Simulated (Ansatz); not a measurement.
**SrZn3, from a guessed structure to a relaxed one**

Starting from a made-up structure for SrZn3, the aim is the relaxed cell, its shortest contacts and, where a second run follows, its electronic structure.

Program: Ansatz 0.2.0. Level of theory: DFT, PBE, plane-wave PAW, files of the set soft_1, scalar-relativistic, no spin, cell and ions relaxed at zero pressure; PAW set soft_1, in the first sound run; inputs show where later runs differ. Results are calculated unless marked as measured.

### 1. The structure

Symmetry: P6_3/mmc, No. 194, hexagonal system. The conventional cell has a = 6.366 Å, b = 6.366 Å, c = 4.814 Å, α = 90.00°, β = 90.00°, γ = 120.00°. Nearest to Sr lie 12 Zn at 3.05 to 3.18 Å. Nearest to Zn lie 6 Zn at 3.00 to 3.11 Å and 4 Sr at 3.05 to 3.18 Å. Farther neighbours are not listed.

As a file:

```cif
data_structure
_symmetry_space_group_name_H-M 'P6_3/mmc'
_symmetry_Int_Tables_number 194
_cell_length_a 6.3660
_cell_length_b 6.3660
_cell_length_c 4.8140
_cell_angle_alpha 90.000
_cell_angle_beta 90.000
_cell_angle_gamma 120.000
_cell_volume 168.95
loop_
_atom_site_label
_atom_site_type_symbol
_atom_site_symmetry_multiplicity
_atom_site_Wyckoff_symbol
_atom_site_fract_x
_atom_site_fract_y
_atom_site_fract_z
_atom_site_occupancy
Sr1 Sr 2 d 0.66667 0.33333 0.25000 1
Zn1 Zn 6 h 0.83710 0.16290 0.75000 1
```

### 2. Relaxation of the guess

The guessed cell has no reason to be at equilibrium. It is relaxed with the atoms, within the space group of the guess.

Input file input.yaml:

```yaml
crystal:
  lattice:
    - [6.366, 0.0, 0.0]
    - [-3.183, 5.51311772, 0.0]
    - [0.0, 0.0, 4.814]
  atoms:
    - { symbol: Sr, position: [0.666666667, 0.333333333, 0.25] }
    - { symbol: Sr, position: [0.333333333, 0.666666667, 0.75] }
    - { symbol: Zn, position: [0.8371, 0.1629, 0.75] }
    - { symbol: Zn, position: [0.3258, 0.1629, 0.75] }
    - { symbol: Zn, position: [0.8371, 0.6742, 0.75] }
    - { symbol: Zn, position: [0.1629, 0.8371, 0.25] }
    - { symbol: Zn, position: [0.6742, 0.8371, 0.25] }
    - { symbol: Zn, position: [0.1629, 0.3258, 0.25] }
kpoints:
  mp_grid: { grid: [5, 5, 6] }
scf:
  occupations: { method: fermi_dirac, width: 0.05 }
hamiltonian:
  xc: pbe
  pseudopotentials: { kind: paw, azcp: { folder: soft_1 } }
relax:
  f_tol: 0.015
  max_steps: 70
  cell: {}
output:
  forces: true
  stress: true
```

Run with:

```
$ ansatz run input.yaml --threads 4 --pin off --max-ram 10240MiB --backend cpu --events-out ev --progress --plain --runs-dir out
```

Numbers of over 12 decimals in the logs are rounded to 6 here.

The log of the run:

```text
Engine: ansatz 0.2.0, aarch64-unknown-linux-gnu
Pseudopotentials: kind: paw
Pseudopotential: Sr, paw, valence charge 10, recommended cutoff 420 eV (normal), soft_1/Sr.paw.azcp
Pseudopotential: Zn, paw, valence charge 12, recommended cutoff 420 eV (normal), soft_1/Zn.paw.azcp
Functional definition: PBE
  parameter kappa = 0.804
  parameter beta = 0.066725
  exchange = pbe_x(kappa = kappa, mu = beta*pi^2/3)
  correlation = pbe_c(beta = beta)
Crystal: 8 atoms, lattice volume = 168.955 Å³
Basis set: ecut = 420 eV, 3329 PW (Γ), exchange–correlation on 90×90×72 points (8 copies of the dense FFT grid, shifted against one another)
Bands: 56, of which v1, the nominal top of the filled ones, is band 46 counted from 1 (45 counted from 0)
Symmetry: 24 space group operations
Space group: P63/mmc (ITA 194), of the structure as read, at distance tolerance 5.5e-5 Å
k-points: 20 of 150
Non-local potential: Sr, projectors of the file, l = 0: 3, l = 1: 2, l = 2: 2
Non-local potential: Zn, projectors of the file, l = 0: 2, l = 1: 2, l = 2: 3, l = 3: 1
PAW form: soft (Blöchl's): semilocal exchange-correlation on the pseudo side does not see the compensation charge
PAW one-centre angular grid: Sr, 110 points (default); XC on 64 Gauss nodes
PAW one-centre angular grid: Zn, 590 points (default); XC on 64 Gauss nodes
Initial density: superposition of atomic densities (chi_scale 0.1, normalization cell, long waves kept (reshape's long-wave potential 0.01 eV rms))
Initial wavefunctions: pseudopotential atomic-orbital guess
Functional: x = pbe(κ = 0.804, μ = 0.219515), c = pbe(β = 0.066725)
SCF iter   1: F=—  HF=-27007.582068 eV  |F-HF|=—  |Δ(HF+E_count)|=         —  Δρ=8.38e-2  dr2=1.70e1  ethr=3.10e-3  ⟨swp⟩=9.4  Hψ=5981  notcnv=0  defer=2
preconditioner: auto → Kerker (q_TF=auto, 2.465 Å⁻¹)  [metal: Δε(μ)=0.097 eV  Ē_g=8.811 eV  σ=0.050 eV  W_gap=0.39  n_scr=44 (ndim 8)  ℏωp=26.8 eV  f_vac=0.000  D(μ)=5.29/eV (n_scr^D=44)]
SCF iter   2: F=—  HF=-27004.462588 eV  |F-HF|=—  |Δ(HF+E_count)|=    3.12e0  Δρ=3.26e-2  dr2=3.73e0  ethr=3.10e-3  ⟨swp⟩=3.7  Hψ=2381  notcnv=0  defer=38
SCF iter   3: F=—  HF=-27003.551595 eV  |F-HF|=—  |Δ(HF+E_count)|=   9.11e-1  Δρ=1.86e-2  dr2=2.23e0  ethr=3.10e-3  ⟨swp⟩=2.9  Hψ=2299  notcnv=0  defer=39
SCF iter   4: F=—  HF=-27002.990410 eV  |F-HF|=—  |Δ(HF+E_count)|=   5.61e-1  Δρ=9.88e-3  dr2=1.54e-1  ethr=2.42e-3  ⟨swp⟩=4.5  Hψ=2242  notcnv=0  defer=39
SCF iter   5: F=—  HF=-27002.973619 eV  |F-HF|=—  |Δ(HF+E_count)|=   1.68e-2  Δρ=2.23e-3  dr2=8.30e-3  ethr=1.67e-4  ⟨swp⟩=4.3  Hψ=2502  notcnv=0  defer=38
SCF iter   6: F=—  HF=-27002.973360 eV  |F-HF|=—  |Δ(HF+E_count)|=   2.59e-4  Δρ=1.51e-3  dr2=2.67e-3  ethr=9.02e-6  ⟨swp⟩=2.0  Hψ=1847  notcnv=0  defer=38
SCF iter   7: F=—  HF=-27002.973015 eV  |F-HF|=—  |Δ(HF+E_count)|=   3.45e-4  Δρ=3.47e-4  dr2=1.63e-4  ethr=2.90e-6  ⟨swp⟩=3.0  Hψ=1870  notcnv=0  defer=38
SCF iter   8: F=—  HF=-27002.972977 eV  |F-HF|=—  |Δ(HF+E_count)|=   3.81e-5  Δρ=4.99e-5  dr2=4.24e-6  ethr=1.77e-7  ⟨swp⟩=2.0  Hψ=1848  notcnv=0  defer=38
SCF iter   9: F=—  HF=-27002.972905 eV  |F-HF|=—  |Δ(HF+E_count)|=   7.16e-5  Δρ=7.29e-6  dr2=1.12e-7  ethr=4.60e-9  ⟨swp⟩=2.0  Hψ=1930  notcnv=0  defer=38
SCF iter  10: F=-27002.972905 eV  HF=-27002.972905 eV  |F-HF|=7.24e-10  |Δ(HF+E_count)|=   3.33e-8  Δρ=2.13e-6  dr2=8.71e-9  ethr=1.09e-10  ⟨swp⟩=4.4  Hψ=3984  notcnv=0
SCF 1 converged in 10 iterations: F = -27002.972905 eV  dr2 = 8.71e-9
  greatest PAW one-centre occupation: 0.987 electrons in one spin orbital (limit 2), on the Sr atom at site 1 (counted from 0), in its partial waves of l = 0
relax step   1: F+E_penalty+E_count = -27002.97290550 eV  Δ(F+E_penalty+E_count) = +0.000e0 eV  max|allowed force component| = 6.886e-1 eV/Å  Δτ_max = 0.0000 Å  P = +3.307 GPa  Ω = 168.955 Å³  (10 SCF iters, dr2 threshold 1.00e-7 eV, accepted)
Crystal: 8 atoms, lattice volume = 184.822 Å³
Basis set: ecut = 420 eV, 3581 PW (Γ), exchange–correlation on 90×90×72 points (8 copies of the dense FFT grid, shifted against one another)
Initial density: handed on by an earlier stage of this run
Initial wavefunctions: those handed on with the density
iter 1 solved again at ethr=2.51e-4 eV; its pass at ethr=3.10e-3 eV (dr2=2.31e-1 eV) is discarded
SCF iter   1: F=—  HF=-27003.688820 eV  |F-HF|=—  |Δ(HF+E_count)|=         —  Δρ=8.84e-3  dr2=2.23e-1  ethr=2.51e-4  ⟨swp⟩=2.3  Hψ=6804  notcnv=0
preconditioner: auto → Kerker (q_TF=auto, 2.429 Å⁻¹)  [metal: Δε(μ)=0.011 eV  Ē_g=10.351 eV  σ=0.050 eV  W_gap=0.06  n_scr=44 (ndim 8)  ℏωp=25.6 eV  f_vac=0.000  D(μ)=4.25/eV (n_scr^D=26)]
SCF iter   2: F=—  HF=-27003.646603 eV  |F-HF|=—  |Δ(HF+E_count)|=   4.22e-2  Δρ=4.85e-3  dr2=8.43e-2  ethr=2.43e-4  ⟨swp⟩=3.1  Hψ=2216  notcnv=0
SCF iter   3: F=—  HF=-27003.628769 eV  |F-HF|=—  |Δ(HF+E_count)|=   1.78e-2  Δρ=3.05e-3  dr2=4.21e-2  ethr=9.16e-5  ⟨swp⟩=2.9  Hψ=2223  notcnv=0  defer=23
SCF iter   4: F=—  HF=-27003.616619 eV  |F-HF|=—  |Δ(HF+E_count)|=   1.21e-2  Δρ=1.43e-3  dr2=4.17e-3  ethr=4.58e-5  ⟨swp⟩=3.0  Hψ=2120  notcnv=0  defer=23
SCF iter   5: F=—  HF=-27003.615954 eV  |F-HF|=—  |Δ(HF+E_count)|=   6.65e-4  Δρ=2.58e-4  dr2=1.11e-4  ethr=4.53e-6  ⟨swp⟩=2.0  Hψ=1845  notcnv=0  defer=23
SCF iter   6: F=—  HF=-27003.615928 eV  |F-HF|=—  |Δ(HF+E_count)|=   2.57e-5  Δρ=1.21e-4  dr2=1.65e-5  ethr=1.20e-7  ⟨swp⟩=2.0  Hψ=2011  notcnv=0  defer=29
SCF iter   7: F=-27003.615930 eV  HF=-27003.615930 eV  |F-HF|=1.86e-7  |Δ(HF+E_count)|=   1.21e-6  Δρ=1.42e-5  dr2=3.44e-7  ethr=8.70e-10  ⟨swp⟩=4.0  Hψ=5596  notcnv=0
SCF 2 converged in 7 iterations: F = -27003.615930 eV  dr2 = 3.44e-7
relax step   2: F+E_penalty+E_count = -27003.61592973 eV  Δ(F+E_penalty+E_count) = -6.430e-1 eV  max|allowed force component| = 3.707e-1 eV/Å  Δτ_max = 0.1651 Å  P = -0.612 GPa  Ω = 184.822 Å³  energy of the carried Pulay correction = -5.972e-3 eV  (7 SCF iters, dr2 threshold 8.00e-7 eV, accepted)
Crystal: 8 atoms, lattice volume = 182.770 Å³
Basis set: ecut = 420 eV, 3591 PW (Γ), exchange–correlation on 90×90×72 points (8 copies of the dense FFT grid, shifted against one another)
iter 1 solved again at ethr=1.53e-4 eV; its pass at ethr=3.10e-3 eV (dr2=1.41e-1 eV) is discarded
SCF iter   1: F=—  HF=-27003.883067 eV  |F-HF|=—  |Δ(HF+E_count)|=         —  Δρ=9.68e-3  dr2=1.42e-1  ethr=1.53e-4  ⟨swp⟩=2.4  Hψ=7087  notcnv=0
preconditioner: auto → Kerker (q_TF=auto, 2.433 Å⁻¹)  [metal: Δε(μ)=0.045 eV  Ē_g=10.326 eV  σ=0.050 eV  W_gap=0.21  n_scr=44 (ndim 8)  ℏωp=25.8 eV  f_vac=0.000  D(μ)=4.25/eV (n_scr^D=26)]
[...]
SCF 3 converged in 7 iterations: F = -27003.850500 eV  dr2 = 2.99e-7
relax step   3: F+E_penalty+E_count = -27003.85050003 eV  Δ(F+E_penalty+E_count) = -2.346e-1 eV  max|allowed force component| = 3.928e-1 eV/Å  Δτ_max = 0.1942 Å  P = +1.206 GPa  Ω = 182.770 Å³  energy of the carried Pulay correction = -5.249e-3 eV  (7 SCF iters, dr2 threshold 8.00e-7 eV, accepted)
[... from here on, the SCF cycles and remarks between the steps are left out ...]
relax step   4: F+E_penalty+E_count = -27003.97358851 eV  Δ(F+E_penalty+E_count) = -1.231e-1 eV  max|allowed force component| = 6.871e-2 eV/Å  Δτ_max = 0.0498 Å  P = -0.146 GPa  Ω = 185.695 Å³  energy of the carried Pulay correction = -6.276e-3 eV  (6 SCF iters, dr2 threshold 8.00e-7 eV, accepted)
relax step   5: F+E_penalty+E_count = -27004.02956840 eV  Δ(F+E_penalty+E_count) = -5.598e-2 eV  max|allowed force component| = 2.860e-2 eV/Å  Δτ_max = 0.0312 Å  P = -0.196 GPa  Ω = 186.291 Å³  energy of the carried Pulay correction = -6.482e-3 eV  (6 SCF iters, dr2 threshold 8.00e-7 eV, accepted)
relax step   6: F+E_penalty+E_count = -27004.08998594 eV  Δ(F+E_penalty+E_count) = -6.042e-2 eV  max|allowed force component| = 4.251e-2 eV/Å  Δτ_max = 0.0243 Å  P = +0.407 GPa  Ω = 184.785 Å³  energy of the carried Pulay correction = -5.960e-3 eV  (6 SCF iters, dr2 threshold 8.00e-7 eV, accepted)
relax step   7: F+E_penalty+E_count = -27004.01206903 eV  Δ(F+E_penalty+E_count) = +7.792e-2 eV  max|allowed force component| = 4.123e-1 eV/Å  Δτ_max = 0.0777 Å  P = +0.240 GPa  Ω = 190.226 Å³  energy of the carried Pulay correction = -7.815e-3 eV  (7 SCF iters, dr2 threshold 7.84e-7 eV, rejected (line search))
relax step   8: F+E_penalty+E_count = -27004.09116566 eV  Δ(F+E_penalty+E_count) = -1.180e-3 eV  max|allowed force component| = 3.572e-2 eV/Å  Δτ_max = 0.0087 Å  P = -0.323 GPa  Ω = 188.345 Å³  energy of the carried Pulay correction = -7.184e-3 eV  (10 SCF iters, accepted)
relax step   9: F+E_penalty+E_count = -27004.09323857 eV  Δ(F+E_penalty+E_count) = -2.073e-3 eV  max|allowed force component| = 2.403e-3 eV/Å  Δτ_max = 0.0006 Å  P = -0.023 GPa  Ω = 187.014 Å³  energy of the carried Pulay correction = -6.731e-3 eV  (5 SCF iters, dr2 threshold 3.44e-7 eV, accepted)
relax step  10: F+E_penalty+E_count = -27004.09334145 eV  Δ(F+E_penalty+E_count) = -1.029e-4 eV  max|allowed force component| = 7.264e-4 eV/Å  Δτ_max = 0.0013 Å  P = -0.003 GPa  Ω = 187.012 Å³  energy of the carried Pulay correction = -6.730e-3 eV  (5 SCF iters, dr2 threshold 1.58e-8 eV, accepted)
relax step  11: F+E_penalty+E_count = -27004.10485841 eV  Δ(F+E_penalty+E_count) = -1.152e-2 eV  max|allowed force component| = 1.730e-3 eV/Å  Δτ_max = 0.0000 Å  P = +0.114 GPa  Ω = 187.012 Å³  stress off target by 1.87e-1 GPa  SCF on the basis re-selected at this cell (its energy is not comparable with the rows above)  (8 SCF iters)
relax step  12: F+E_penalty+E_count = -27004.10573195 eV  Δ(F+E_penalty+E_count) = -8.735e-4 eV  max|allowed force component| = 3.721e-3 eV/Å  Δτ_max = 0.0042 Å  P = +0.027 GPa  Ω = 187.765 Å³  energy of the carried Pulay correction = -2.683e-4 eV  (7 SCF iters, dr2 threshold 8.78e-8 eV, accepted)
iter 1 solved again at ethr=4.50e-7 eV; its pass at ethr=3.10e-3 eV (dr2=4.14e-4 eV) is discarded
SCF iter   1: F=—  HF=-27004.105429 eV  |F-HF|=—  |Δ(HF+E_count)|=         —  Δρ=1.56e-4  dr2=1.11e-6  ethr=4.50e-7  ⟨swp⟩=3.6  Hψ=9421  notcnv=0
preconditioner: auto → Kerker (q_TF=auto, 2.422 Å⁻¹)  [metal: Δε(μ)=0.163 eV  Ē_g=10.399 eV  σ=0.050 eV  W_gap=0.47  n_scr=44 (ndim 8)  ℏωp=25.4 eV  f_vac=0.000  D(μ)=4.71/eV (n_scr^D=32)]
SCF iter   2: F=—  HF=-27004.105881 eV  |F-HF|=—  |Δ(HF+E_count)|=   4.53e-4  Δρ=8.05e-5  dr2=4.58e-7  ethr=1.21e-9  ⟨swp⟩=2.6  Hψ=2063  notcnv=0
SCF iter   3: F=—  HF=-27004.106002 eV  |F-HF|=—  |Δ(HF+E_count)|=   1.21e-4  Δρ=1.39e-5  dr2=1.10e-7  ethr=4.97e-10  ⟨swp⟩=2.0  Hψ=1885  notcnv=0
SCF iter   4: F=—  HF=-27004.106003 eV  |F-HF|=—  |Δ(HF+E_count)|=   1.09e-6  Δρ=1.06e-6  dr2=9.83e-10  ethr=1.20e-10  ⟨swp⟩=2.0  Hψ=1809  notcnv=0
SCF iter   5: F=—  HF=-27004.106003 eV  |F-HF|=—  |Δ(HF+E_count)|=   7.13e-9  Δρ=7.36e-7  dr2=4.83e-10  ethr=1.07e-12  ⟨swp⟩=2.0  Hψ=1902  notcnv=0
SCF iter   6: F=—  HF=-27004.106003 eV  |F-HF|=—  |Δ(HF+E_count)|=  1.46e-10  Δρ=3.95e-7  dr2=1.65e-10  ethr=1.00e-12  ⟨swp⟩=2.0  Hψ=1849  notcnv=0
SCF iter   7: F=-27004.106003 eV  HF=-27004.106003 eV  |F-HF|=0.00e0  |Δ(HF+E_count)|=   1.54e-9  Δρ=5.78e-8  dr2=2.01e-11  ethr=1.00e-12  ⟨swp⟩=4.5  Hψ=3963  notcnv=0
SCF 13 converged in 7 iterations: F = -27004.106003 eV  dr2 = 2.01e-11
relax step  13: F+E_penalty+E_count = -27004.10600305 eV  Δ(F+E_penalty+E_count) = -2.711e-4 eV  max|allowed force component| = 3.730e-3 eV/Å  Δτ_max = 0.0000 Å  P = +0.027 GPa  Ω = 187.765 Å³  stress off target by 4.28e-2 GPa  SCF on the basis re-selected at this cell (its energy is not comparable with the rows above)  (7 SCF iters)
basis re-selected at this cell: Δ(F+E_penalty+E_count) = -2.711e-4 eV, ΔP = -0.000 GPa vs the last step (what re-selecting the basis moved, of the pressure what is left beyond the Pulay correction that the steps carried, after the strain that the cell walked since its last selection, with what the two solves' SCF thresholds leave and, on support functions, any second-order correction that the steps lacked; it is no m [...]
SCF converged after 7 iterations
Free energy (F): -27004.106003 eV
Harris-Foulkes:  -27004.106003 eV  (|F-HF|=0.00e0)
Internal energy: -27004.068552 eV  (E = F + TS)
E sigma→0 (E₀):  -27004.087278 eV
Entropy (-TS):   -0.037451 eV (-4.681 meV/atom)
Fermi energy:    7.966351 eV
--- Per-component energies (eV) ---
  E_band       = -103.706396
  E_kinetic    = 1346.107774
  E_local      = -14920.867213  (includes V_loc(G=0)·N_el)
  E_nonlocal   = 5363.052720
  E_hartree    = 5651.724702
  E_xc         = -819.809284
  E_vxc        = -615.257955  (∫ρ·V_xc dr)
  E_paw        = -16751.823517  (= ΣΔE_a)
  E_vpaw       = -2580.189916  (= ΣTr[D̂ρ^β])
  E_aug_tail   = -0.001555  (compensation charges beyond the density's cutoff)
  E_ewald      = -6872.452178
  E_smearing   = -0.037451  (= −TS)
  E_closure    = -0.000000  (closes the sum)
  Σ components = -27004.106003   (vs F -27004.106003, Δ=0.00e0)
--- Forces (eV/Å), atoms counted from 1 ---
  atom   1  Sr    -0.00000000    -0.00000000    -0.00000000
  atom   2  Sr     0.00000000     0.00000000     0.00000000
  atom   3  Zn     0.00323068    -0.00186523     0.00000000
  atom   4  Zn    -0.00323068    -0.00186523     0.00000000
  atom   5  Zn    -0.00000000     0.00373047    -0.00000000
  atom   6  Zn    -0.00323068     0.00186523    -0.00000000
  atom   7  Zn     0.00323068     0.00186523    -0.00000000
  atom   8  Zn     0.00000000    -0.00373047     0.00000000
  max |Σ_I F_I| component: 1.21e-17 eV/Å
--- Stress (GPa, compression-positive) ---
        0.042773      -0.000000       0.000000
       -0.000000       0.042773       0.000000
        0.000000       0.000000      -0.005263
  P = ⅓ Tr σ = 0.0268 GPa (0.268 kbar)
--- Relaxed structure (11 steps of the walk, 10 accepted, 2 SCFs on fresh bases) ---
  F+E_penalty+E_count = -27004.10600305 eV   max|allowed force component| = 3.730e-3 eV/Å   (the final SCF, on the basis selected at the relaxed cell)
  cell:  # Å, volume = 187.7651 Å³
    - [7.099503, 0, 0]
    - [-3.549752, 6.148350, 8.955732554154575e-19]
    - [0, 7.820057307569606e-19, 4.301584]
  atoms:
    - { symbol: Sr, position: [0.666667, 0.333333, 0.25] }
    - { symbol: Sr, position: [0.333333, 0.666667, 0.750000] }
    - { symbol: Zn, position: [0.871547, 0.128453, 0.750000] }
    - { symbol: Zn, position: [0.256906, 0.128453, 0.750000] }
    - { symbol: Zn, position: [0.871547, 0.743094, 0.750000] }
    - { symbol: Zn, position: [0.128453, 0.871547, 0.25] }
    - { symbol: Zn, position: [0.743094, 0.871547, 0.25] }
    - { symbol: Zn, position: [0.128453, 0.256906, 0.25] }
```

Wall time 39 s (4 threads of Arm Neoverse V2, shared host); peak memory 0.66 GiB; 2.5 min of CPU time.

Relaxation path:

```
step  energy less that of the first step (eV)  largest force component (eV/Å)  pressure (GPa)  volume (Å³)
   1                                   0.0000                          0.6886            3.31       168.95
   2                                  -0.6430                          0.3707           -0.61       184.82
   3                                  -0.8776                          0.3928            1.21       182.77
   4                                  -1.0007                          0.0687           -0.15       185.70
   5                                  -1.0567                          0.0286           -0.20       186.29
   6                                  -1.1171                          0.0425            0.41       184.79
   7                                  -1.0392                          0.4123            0.24       190.23
   8                                  -1.1183                          0.0357           -0.32       188.35
   9                                  -1.1203                          0.0024           -0.02       187.01
  10                                  -1.1204                          0.0007            0.00       187.01
 11*                                  -1.1320                          0.0017            0.11       187.01
  12                                  -1.1328                          0.0037            0.03       187.77
 13*                                  -1.1331                          0.0037            0.03       187.77
```

Relaxation steps marked * repeat the geometry before them on a plane-wave basis chosen anew for their cell, so energy and pressure can jump there. Relaxation step 7 was tried and not accepted.

The run keeps the 24 symmetry operations that it works with, so distortions that break them were not tested.

| conventional cell, symmetrised | before | after | change |
| --- | --- | --- | --- |
| a (Å) | 6.366 | 7.100 | +11.5 % |
| b (Å) | 6.366 | 7.100 | +11.5 % |
| c (Å) | 4.814 | 4.302 | -10.6 % |
| volume (Å³/atom) | 21.12 | 23.47 | +11.1 % |

The atoms that moved most (Å, as changes of fractional coordinates times the final cell):

| atom | dx | dy | dz | length |
| --- | --- | --- | --- | --- |
| Zn3 | 0.367 | -0.212 | 0.000 | 0.424 |
| Zn5 | 0.000 | 0.424 | 0.000 | 0.424 |
| Zn6 | -0.367 | 0.212 | 0.000 | 0.424 |
| Zn7 | 0.367 | 0.212 | 0.000 | 0.424 |
| Zn4 | -0.367 | -0.212 | 0.000 | 0.424 |
| Zn8 | 0.000 | -0.424 | 0.000 | 0.424 |

The relaxed structure:

```cif
data_structure
_symmetry_space_group_name_H-M 'P 1'
_symmetry_Int_Tables_number 1
_cell_length_a 7.0995
_cell_length_b 7.0995
_cell_length_c 4.3016
_cell_angle_alpha 90.000
_cell_angle_beta 90.000
_cell_angle_gamma 120.000
_cell_volume 187.77
loop_
_atom_site_label
_atom_site_type_symbol
_atom_site_fract_x
_atom_site_fract_y
_atom_site_fract_z
_atom_site_occupancy
Sr1 Sr 0.66667 0.33333 0.25000 1
Sr2 Sr 0.33333 0.66667 0.75000 1
Zn3 Zn 0.87155 0.12845 0.75000 1
Zn4 Zn 0.25691 0.12845 0.75000 1
Zn5 Zn 0.87155 0.74309 0.75000 1
Zn6 Zn 0.12845 0.87155 0.25000 1
Zn7 Zn 0.74309 0.87155 0.25000 1
Zn8 Zn 0.12845 0.25691 0.25000 1
```

Numbers from this step:

* free energy: -27004.1060 eV
* energy at zero smearing: -27004.0873 eV
* smearing term TS: 0.03745 eV
* Fermi energy: 7.966 eV
* electrons: 92
* symmetry operations: 24
* pressure: 0.02676 GPa

The shortest distance of each pair, which need not be the same contact before and after:

```csv
pair,guess (Å),relaxed (Å)
Zn–Zn,3.003,2.668
Sr–Zn,3.054,3.313
Sr–Sr,4.393,4.302
```

The relaxation ends with a largest force component of 0.0037 eV/Å and a pressure of 0.03 GPa.

(Continued in part 2 of 2.)

[Logs are printed without paths, hosts, clocks, repeated set-up lines and the standing remarks that a program may print on its own settings, such as how far it seeks lower states.]

[Hosts, paths, dates, database ids (printed as entryN), source tags and the programs' standing remarks are cut or masked in the printed files.]
